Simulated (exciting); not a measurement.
# F K-edge absorption of CsMgF3, all-electron BSE, part 2 of 3

Aim: the F K absorption edge of CsMgF3 with the electron–hole interaction treated explicitly, and what each term of the kernel does.

exciting sodium; X-ray absorption, core-level Bethe-Salpeter equation, exchange and statically screened direct term, Tamm-Dancoff, all-electron LAPW+lo LDA.

So far. Step 3 (A richer basis for the empty states): Against the first ground state the total energy moves by -8 meV an atom and the gap by -0.01 eV.

### 4. Screening, kernels and BSE for F atom 3

The absorber has 2 Mg at 2.13 Å (linear, site symmetry 4/mmm).

Contents of input.xml:

```
<input>
  <title>CsMgF3</title>
  <structure speciespath="." autormt="false" epslat="1.0e-5">
    <crystal>
      <basevect>8.0356956264 0.0000000000 0.0000000000</basevect>
      <basevect>0.0000000000 8.0356956264 0.0000000000</basevect>
      <basevect>0.0000000000 0.0000000000 8.0356956264</basevect>
    </crystal>
    <species speciesfile="Cs.xml" rmt="2.464">
      <atom coord="0.0000000000 0.0000000000 0.0000000000"/>
    </species>
    <species speciesfile="Mg.xml" rmt="2.240">
      <atom coord="0.5000000000 0.5000000000 0.5000000000"/>
    </species>
    <species speciesfile="F.xml" rmt="1.657">
      <atom coord="0.5000000000 0.5000000000 0.0000000000"/>
      <atom coord="0.5000000000 0.0000000000 0.5000000000"/>
      <atom coord="0.0000000000 0.5000000000 0.5000000000"/>
    </species>
  </structure>
  <groundstate do="skip" xctype="LDA_PW" ngridk="4 4 4" rgkmax="7" gmaxvr="14" nempty="8" swidth="0.001" maxscl="100" epsengy="1e-5"/>
  <xs xstype="BSE" ngridk="4 4 4" ngridq="4 4 4" vkloff="0.097 0.273 0.493" rgkmax="7" nempty="44" gqmax="3" lmaxapwwf="5" lmaxemat="2" broad="0.01654" tevout="true">
    <energywindow intv="23.557 25.174" points="439"/>
    <screening screentype="full" nempty="66"/>
    <BSE xas="true" xasspecies="3" xasatom="1" xasedge="K" bsetype="singlet" nstlxas="1 40"/>
    <qpointset>
      <qpoint>0 0 0</qpoint>
    </qpointset>
    <plan>
      <doonly task="xsgeneigvec"/>
      <doonly task="writepmatxs"/>
      <doonly task="scrgeneigvec"/>
      <doonly task="scrwritepmat"/>
      <doonly task="screen"/>
      <doonly task="scrcoulint"/>
      <doonly task="exccoulint"/>
    </plan>
  </xs>
</input>
```

Contents of input.xml for the last start (plan only):

```
  <plan>
    <doonly task="bse"/>
  </plan>
```

Started as:

```
$ OMP_NUM_THREADS=1 mpirun -n 4 exciting
$ OMP_NUM_THREADS=4 exciting
```

Numbers of over 12 decimals in the logs are rounded to 6 here.

What it wrote:

```text
| EXCITING SODIUM started for task xsgeneigvec ( 301)                          =
One-shot GS runs for BSE calculations
One-shot GS runs for k+qmt/2 grids
Info(xsgeneigvec): Generating eigenvectors for Q-point      1
Info(xsgeneigvec): Generation of eigenvectors finished
| EXCITING SODIUM started for task writepmatxs ( 320)                          =
Info(writepmatxs): Momentum matrix elements finished
| EXCITING SODIUM started for task scrgeneigvec ( 401)                         =
One-shot GS runs for BSE calculations
One-shot GS runs for k+qmt/2 grids
Info(xsgeneigvec): Generating eigenvectors for Q-point      1
Using screening GS parameters.
Info(xsgeneigvec): Generation of eigenvectors finished
| EXCITING SODIUM started for task scrwritepmat ( 420)                         =
Info(writepmatxs): Momentum matrix elements finished
Info(scrwritepmat): Momentum matrix elements for screening finished
| EXCITING SODIUM started for task screen ( 430)                               =
Info(screenlauncher): Calculating screening for unshifted q-grid.
Info(screenlauncher): Number of q points:      10
Info(screenlauncher): lowest (partially)  unoccupied state:     26
Info(screenlauncher): highest (partially) occupied state  :     25
Info(screenlauncher): number of occupied states considered:   25
Info(screenlauncher): number of unoccupied states considered:   67
Info(screenlauncher): Starting loop over q-points
Info(screenlauncher): Screening for unshifted q-grid finished
Info(screenlauncher): Screening finished
| EXCITING SODIUM started for task scrcoulint ( 440)                           =
Info(scrcoulintlauncher): Setting up screened Coulomb interaction matrix W.
Info(scrcoulintlauncher): Using momentum transfer vectors from list :   1 to  1
Info(scrcoulintlauncher): Calculating screened Coulomb interaction matrix W
Info(scrcoulintlauncher): Momentum transfer list index: iqmt=  1
Info(scrcoulintlauncher): Momentum transfer: vqmtl=   0.000   0.000   0.000
Info(scrcoulintlauncher): Calculating RR block of W
Info(scrcoulint): Inspecting occupations...
Info(setranges_modxs): Number of non-reduced k-points:       64
Info(setranges_modxs): Number of states considered:       70
Info(setranges_modxs): Number of (partially) occupied states:        2
Info(setranges_modxs): Highest (partially) occupied states:       25
Info(setranges_modxs): Number of (partially) unoccupied states:       45
Info(setranges_modxs): Lowest (partially) unoccupied states:       26
Info(scrcoulint): Selecting transitions...
Info(select_transitions): Inspecting transitions in the  band interval:
  lowest occupied state:   1
  highest occupied state:   2
  lowest unoccupied state:  26
  highest unoccupied state:  65
  Opening gap with a scissor of:      0.000/H      0.000/eV
Info(select_transitions): Number of participating transitions:    5120
Info(scrcoulint): Size of file SCCLI will be about     0.198364 GB
Info(scrcoulint): Using q-grid
Info(scrcoulint): Number of reduced q-points:     10
Info(scrcoulint): Number of non-reduced q-points:     64
Info(scrcoulint): Calculating W(G1,G2,qr) fourier coefficients
Info(scrcoulint): Calculating W matrix elements
Info(scrcoulintlauncher): Screened coulomb interaction finished for iqmt=   1
| EXCITING SODIUM started for task exccoulint ( 441)                           =
Info(exccoulintlauncher): Setting up exchange interaction matrix V.
Info(exccoulintlauncher): Using momentum transfer vectors from list :   1 to  1
Info(exccoulintlauncher):Calculating exchange interaction matrix V
Info(exccoulintlauncher): Momentum transfer list index: iqmt=  1
Info(exccoulintlauncher): Momentum transfer: vqmtl=   0.000   0.000   0.000
Info(exccoulintlauncher): Calculating RR block of V
Info(exccoulint): Inspecting occupations...
Info(setranges_modxs): Number of non-reduced k-points:       64
Info(setranges_modxs): Number of states considered:       70
Info(setranges_modxs): Number of (partially) occupied states:        2
Info(setranges_modxs): Highest (partially) occupied states:       25
Info(setranges_modxs): Number of (partially) unoccupied states:       45
Info(setranges_modxs): Lowest (partially) unoccupied states:       26
Info(exccoulint): Selecting transitions...
Info(select_transitions): Inspecting transitions in the  band interval:
  lowest occupied state:   1
  highest occupied state:   2
  lowest unoccupied state:  26
  highest unoccupied state:  65
  Opening gap with a scissor of:      0.000/H      0.000/eV
Info(select_transitions): Number of participating transitions:    5120
Info(exccoulint): Size of file EXCLI will be about     0.198364 GB
Info(exccoulint): Generating plane wave matrix elements for momentum transfer iqmt=   1
  Timing (in seconds)	   :     619.536
Info(exccoulint): Generating V matrix elements
Info(exccoulint): Zeroing Coulomb potential at G+qmt index:  1
Info(exccoulintlauncher): Exchange interaction finished for iqmt=   1
| EXCITING SODIUM started for task bse ( 445)                                  =
Info(bselauncher): Init time:    1.112293
Info(bselauncher): Setting up and diagonalizing BSE Hamiltonian.
Info(bselauncher): Using momentum transfer vectors from list :   1 to  1
Info(bselauncher): Distributing qmt-points over   1 processes.
Info(bselauncher): BSE type: singlet
Info(bselauncher): Momentum transfer list index: iqmt=  1
Info(bselauncher): Momentum transfer: vqmtl=   0.000   0.000   0.000
Info(bse): Inspecting occupations...
Info(setranges_modxs): Number of non-reduced k-points:       64
Info(setranges_modxs): Number of states considered:       70
Info(setranges_modxs): Number of (partially) occupied states:        2
Info(setranges_modxs): Highest (partially) occupied states:       25
Info(setranges_modxs): Number of (partially) unoccupied states:       45
Info(setranges_modxs): Lowest (partially) unoccupied states:       26
Info(select_transitions): Inspecting transitions in the  band interval:
  lowest occupied state:   1
  highest occupied state:   2
  lowest unoccupied state:  26
  highest unoccupied state:  65
  Opening gap with a scissor of:      0.000/H      0.000/eV
Info(select_transitions): Number of participating transitions:    5120
Info(bse): Selecting transitions...
Info(bse):bsegap (eV):   653.383728
Info(bse): Assembling BSE matrix
  RR/RA blocks of global BSE-Hamiltonian:
  Size of the Hamiltonian:    5120
  Number of k-points:      64
  Distributing matrix to   1 processes
  Local matrix shape   5120 x  5120
Info(bse): max local RAM needed for BSE matrices ~     0.390625 GB
Info(setup_bse_block): Setting up RR part of hamiltonian
Info(setup_bse_block): Singlet spin state
Info(bse): Diagonalizing RR Hamiltonian (TDA)
Info(bse): Invoking Lapack routine ZHEEVR
      5120 eigen solutions found in the interval:
         i1=       1 i2=    5120
Info(bse): Writing excition energies and oscillator strengths to text file.
Info(makespectrum_dist): Making spectrum using formula for coupling with time reversed AR basis.
Info(makespectrum_dist): Using formalism for vanishing momentum transfer.
Info(writederived): Writing quantities derived from the macroscopic dielectric function.
Info(bselauncher): Spectrum finished for iqmt=  1
Info(bselauncher): All done for BSE type singlet
```

Elapsed: 27 min, on 4 MPI ranks of Arm Neoverse V1, shared host.

Wall time by task: xsgeneigvec 18 s, writepmatxs 9.2 s, scrgeneigvec 16 s, scrwritepmat 6.2 s, screen 4.2 min, scrcoulint 10 min, exccoulint 10 min, bse 64 s.

The F K spectrum of F atom 3 (energy from the Kohn–Sham onset, core level to the lowest empty state found on the meshes used, 653.01 eV; the ground-state mesh sets it, and the shifted mesh has its lowest transition 0.37 eV above it; Im ε scaled to the maximum of the singlet run; cut below the end of the band set):

| E (eV) | Im ε |
| --- | --- |
| -4.5 | 0.02 |
| -4.0 | 0.03 |
| -3.5 | 0.04 |
| -3.0 | 0.05 |
| -2.5 | 0.07 |
| -2.0 | 0.10 |
| -1.5 | 0.20 |
| -1.0 | 0.47 |
| -0.5 | 0.75 |
| 0.0 | 0.70 |
| 0.5 | 0.78 |
| 1.0 | 1.00 |
| 1.5 | 0.63 |
| 2.0 | 0.49 |
| 2.5 | 0.49 |
| 3.0 | 0.50 |
| 3.5 | 0.40 |
| 4.0 | 0.35 |
| 4.5 | 0.25 |
| 5.0 | 0.22 |
| 5.5 | 0.20 |
| 6.0 | 0.20 |
| 6.5 | 0.21 |
| 7.0 | 0.19 |
| 7.5 | 0.16 |
| 8.0 | 0.16 |
| 8.5 | 0.16 |
| 9.0 | 0.19 |
| 9.5 | 0.20 |
| 10.0 | 0.15 |
| 10.5 | 0.12 |
| 11.0 | 0.10 |
| 11.5 | 0.08 |
| 12.0 | 0.07 |
| 12.5 | 0.07 |
| 13.0 | 0.07 |
| 13.5 | 0.11 |
| 14.0 | 0.16 |
| 14.5 | 0.17 |
| 15.0 | 0.20 |
| 15.5 | 0.20 |
| 16.0 | 0.20 |
| 16.5 | 0.21 |
| 17.0 | 0.18 |
| 17.5 | 0.15 |
| 18.0 | 0.12 |
| 18.5 | 0.10 |
| 19.0 | 0.11 |
| 19.5 | 0.16 |
| 20.0 | 0.17 |
| 20.5 | 0.17 |
| 21.0 | 0.17 |
| 21.5 | 0.20 |
| 22.0 | 0.18 |
| 22.5 | 0.19 |

Maxima (height): -0.6 eV (0.75), 0.9 eV (1.00), 2.9 eV (0.50), 6.4 eV (0.21), 9.4 eV (0.21), 16.6 eV (0.21) and 21.6 eV (0.20).

The Hamiltonian has 5120 rows. The lowest groups of eigenvalues and the brightest ones, on the scale above (the program counts from the shifted mesh's onset, 0.37 eV higher). Core spinors bring spin-forbidden partners, so dark means forbidden by spin or by symmetry, and the shifted mesh splits states that symmetry would keep together:

| energy (eV) | states within 10 meV | relative strength |
| --- | --- | --- |
| -1.550 | 2 | dark |
| -0.715 | 1 | dark |
| -0.682 | 1 | 1.00 |
| -0.353 | 2 | 0.027 |
| -0.266 | 1 | dark |
| -0.255 | 1 | 0.37 |
| 0.128 | 2 | 0.20 |
| 0.520 | 2 | 0.18 |
| 0.987 | 1 | 0.49 |
| 1.027 | 1 | 0.74 |
| 1.052 | 2 | 0.16 |

### 5. Independent particles

Edit input.xml of step 4 so:

```diff
@@ -24,3 +24,3 @@
     <screening screentype="full" nempty="66"/>
-    <BSE xas="true" xasspecies="3" xasatom="1" xasedge="K" bsetype="singlet" nstlxas="1 40"/>
+    <BSE xas="true" xasspecies="3" xasatom="1" xasedge="K" bsetype="IP" nstlxas="1 40"/>
     <qpointset>
@@ -29,9 +29,3 @@
     <plan>
-      <doonly task="xsgeneigvec"/>
-      <doonly task="writepmatxs"/>
-      <doonly task="scrgeneigvec"/>
-      <doonly task="scrwritepmat"/>
-      <doonly task="screen"/>
-      <doonly task="scrcoulint"/>
-      <doonly task="exccoulint"/>
+      <doonly task="bse"/>
     </plan>
```

Started as:

```
$ OMP_NUM_THREADS=4 exciting
```

What it wrote:

```text
| EXCITING SODIUM started for task bse ( 445)                                  =
Info(bselauncher): Init time:    1.116279
Info(bselauncher): Setting up and diagonalizing BSE Hamiltonian.
Info(bselauncher): Using momentum transfer vectors from list :   1 to  1
Info(bselauncher): Distributing qmt-points over   1 processes.
Info(bselauncher): BSE type: IP
Info(bselauncher): Momentum transfer list index: iqmt=  1
Info(bselauncher): Momentum transfer: vqmtl=   0.000   0.000   0.000
Info(bse): Inspecting occupations...
Info(setranges_modxs): Number of non-reduced k-points:       64
[...]
highest unoccupied state:  65
  Opening gap with a scissor of:      0.000/H      0.000/eV
Info(select_transitions): Number of participating transitions:    5120
Info(bse): Selecting transitions...
Info(bse):bsegap (eV):   653.383728
Info(bse): IP requested, nothing much to do
Info(bse): Writing excition energies and oscillator strengths to text file.
Info(makespectrum_dist): Making spectrum using formula for coupling with time reversed AR basis.
Info(makespectrum_dist): Using formalism for vanishing momentum transfer.
Info(writederived): Writing quantities derived from the macroscopic dielectric function.
Info(bselauncher): Spectrum finished for iqmt=  1
Info(bselauncher): All done for BSE type IP
```

Elapsed: 3 s, on 4 threads.

Maxima (height): 2.5 eV (0.30), 5.3 eV (0.57), 7.9 eV (0.38), 11.5 eV (0.32) and 18.6 eV (0.28); 1 lower ones aren't listed. Against the singlet run the r.m.s. difference is 86 %. Moving the earlier curve by +4.7 eV leaves 41 %. The highest maximum lies at 5.3 eV (0.57), against 0.9 eV (1.00).

### 6. Exchange alone

Edit input.xml of step 5 so:

```diff
@@ -24,3 +24,3 @@
     <screening screentype="full" nempty="66"/>
-    <BSE xas="true" xasspecies="3" xasatom="1" xasedge="K" bsetype="IP" nstlxas="1 40"/>
+    <BSE xas="true" xasspecies="3" xasatom="1" xasedge="K" bsetype="RPA" nstlxas="1 40"/>
     <qpointset>
```

Started as:

```
$ OMP_NUM_THREADS=4 exciting
```

What it wrote:

```text
| EXCITING SODIUM started for task bse ( 445)                                  =
Info(bselauncher): Init time:    1.116281
Info(bselauncher): Setting up and diagonalizing BSE Hamiltonian.
Info(bselauncher): Using momentum transfer vectors from list :   1 to  1
Info(bselauncher): Distributing qmt-points over   1 processes.
Info(bselauncher): BSE type: RPA
Info(bselauncher): Momentum transfer list index: iqmt=  1
Info(bselauncher): Momentum transfer: vqmtl=   0.000   0.000   0.000
Info(bse): Inspecting occupations...
Info(setranges_modxs): Number of non-reduced k-points:       64
[...]
Info(setup_bse_block): Setting up RR part of hamiltonian
Info(setup_bse_block): Using RPA approximation
Info(bse): Diagonalizing RR Hamiltonian (TDA)
Info(bse): Invoking Lapack routine ZHEEVR
      5120 eigen solutions found in the interval:
         i1=       1 i2=    5120
Info(bse): Writing excition energies and oscillator strengths to text file.
Info(makespectrum_dist): Making spectrum using formula for coupling with time reversed AR basis.
Info(makespectrum_dist): Using formalism for vanishing momentum transfer.
Info(writederived): Writing quantities derived from the macroscopic dielectric function.
Info(bselauncher): Spectrum finished for iqmt=  1
Info(bselauncher): All done for BSE type RPA
```

Run time: 66 s. Hardware: 4 threads.

Maxima (height): 2.5 eV (0.29), 5.4 eV (0.56), 7.9 eV (0.38), 11.5 eV (0.32) and 18.7 eV (0.28); 1 lower ones aren't listed. Against the independent-particle run the r.m.s. difference is 2 %.

### 7. Another input

In this try the input is made faulty on purpose, to show what that does.

Edit input.xml of step 6 so:

```diff
@@ -21,6 +21,6 @@
   <groundstate do="skip" xctype="LDA_PW" ngridk="4 4 4" rgkmax="7" gmaxvr="14" nempty="8" swidth="0.001" maxscl="100" epsengy="1e-5"/>
-  <xs xstype="BSE" ngridk="4 4 4" ngridq="4 4 4" vkloff="0.097 0.273 0.493" rgkmax="7" nempty="44" gqmax="3" lmaxapwwf="5" lmaxemat="2" broad="0.01654" tevout="true">
+  <xs xstype="BSE" ngridk="4 4 4" ngridq="4 4 4" vkloff="0.097 0.273 0.493" rgkmax="7" nempty="44" gqmax="0.6" lmaxapwwf="5" lmaxemat="2" broad="0.01654" tevout="true">
     <energywindow intv="23.557 25.174" points="439"/>
     <screening screentype="full" nempty="66"/>
-    <BSE xas="true" xasspecies="3" xasatom="1" xasedge="K" bsetype="RPA" nstlxas="1 40"/>
+    <BSE xas="true" xasspecies="3" xasatom="1" xasedge="K" bsetype="singlet" nstlxas="1 40"/>
     <qpointset>
@@ -29,3 +29,6 @@
     <plan>
-      <doonly task="bse"/>
+      <doonly task="xsgeneigvec"/>
+      <doonly task="screen"/>
+      <doonly task="scrcoulint"/>
+      <doonly task="exccoulint"/>
     </plan>
```

Started as:

```
$ OMP_NUM_THREADS=1 mpirun -n 4 exciting
```

What it wrote:

```text
| EXCITING SODIUM started for task xsgeneigvec ( 301)                          =
One-shot GS runs for BSE calculations
One-shot GS runs for k+qmt/2 grids
Info(xsgeneigvec): Generating eigenvectors for Q-point      1
Info(xsgeneigvec): Generation of eigenvectors finished
| EXCITING SODIUM started for task screen ( 430)                               =
Info(screenlauncher): Calculating screening for unshifted q-grid.
Info(screenlauncher): Number of q points:      10
Info(screenlauncher): lowest (partially)  unoccupied state:     26
Info(screenlauncher): highest (partially) occupied state  :     25
Info(screenlauncher): number of occupied states considered:   25
Info(screenlauncher): number of unoccupied states considered:   67
Info(screenlauncher): Starting loop over q-points
malloc(): unsorted double linked list corrupted
Program received signal SIGABRT: Process abort signal.
signal 6 (Aborted).
```

It took 50 s on 4 MPI ranks.

The run ended with an error.

What this input changed: cutoff of the kernels (bohr⁻¹) from 3 to 0.6.

### 8. Ground state with other settings

In this try the input is made faulty on purpose, to show what that does.

Contents of input.xml:

```
<input>
  <title>CsMgF3</title>
  <structure speciespath="." autormt="false" epslat="1.0e-5">
    <crystal>
      <basevect>8.0356956264 0.0000000000 0.0000000000</basevect>
      <basevect>0.0000000000 8.0356956264 0.0000000000</basevect>
      <basevect>0.0000000000 0.0000000000 8.0356956264</basevect>
    </crystal>
    <species speciesfile="Cs.xml" rmt="2.464">
      <atom coord="0.0000000000 0.0000000000 0.0000000000"/>
    </species>
    <species speciesfile="Mg.xml" rmt="2.240">
      <atom coord="0.5000000000 0.5000000000 0.5000000000"/>
    </species>
    <species speciesfile="F.xml" rmt="1.657">
      <atom coord="0.5000000000 0.5000000000 0.0000000000"/>
      <atom coord="0.5000000000 0.0000000000 0.5000000000"/>
      <atom coord="0.0000000000 0.5000000000 0.5000000000"/>
    </species>
  </structure>
  <groundstate do="fromscratch" xctype="LDA_PW" ngridk="4 4 4" rgkmax="3.5" gmaxvr="14" nempty="8" swidth="0.001" maxscl="100" epsengy="1e-5"/>
</input>
```

Contents of SPECIES.xml, added lines:

```
<lo l="L">  <!-- L = 0, 1, 2, and 3 from Cs on -->
  <wf matchingOrder="0" trialEnergy="0.1500" searchE="false"/>
  <wf matchingOrder="1" trialEnergy="0.1500" searchE="false"/>
  <wf matchingOrder="0" trialEnergy="0.9000" searchE="false"/>
</lo>
```

Started as:

```
$ OMP_NUM_THREADS=1 mpirun -n 4 exciting
```

What it wrote:

```text
EXCITING SODIUM started
********************************************************************************
* Ground-state run starting from atomic densities                              *
********************************************************************************
+ Starting initialization                                                      +
[... lattice and species ...]
 Spin treatment                             :    spin-unpolarised
 Number of Bravais lattice symmetries       :      48
[...]
+ Self-consistent loop stopped                                                 +
 STATE.OUT is written
********************************************************************************
* Groundstate module stopped                                                   *
********************************************************************************
 Total time spent (seconds)                 :        26.16
- CAUTION! Warnings have been written in file WARNING.OUT !                    -
| EXCITING SODIUM stopped                                                      =
[key lines of the parts left out:]
Total energy                               :     -8281.07996784
Fermi energy                               :         0.11072419
```

It took 27 s on 4 MPI ranks.

Against the second ground state the total energy moves by 5818 meV an atom and the gap by -0.48 eV.

[end of part 2 of 3]

[Banner, clock and machine lines of the logs are left out without a mark of their own.]

[Logs are printed without paths, hosts, clocks, repeated set-up lines and the standing remarks that a program may print on its own settings, such as how far it seeks lower states.]

[Hosts, paths, dates, database ids (printed as entryN), source tags and the programs' standing remarks are cut or masked in the printed files.]
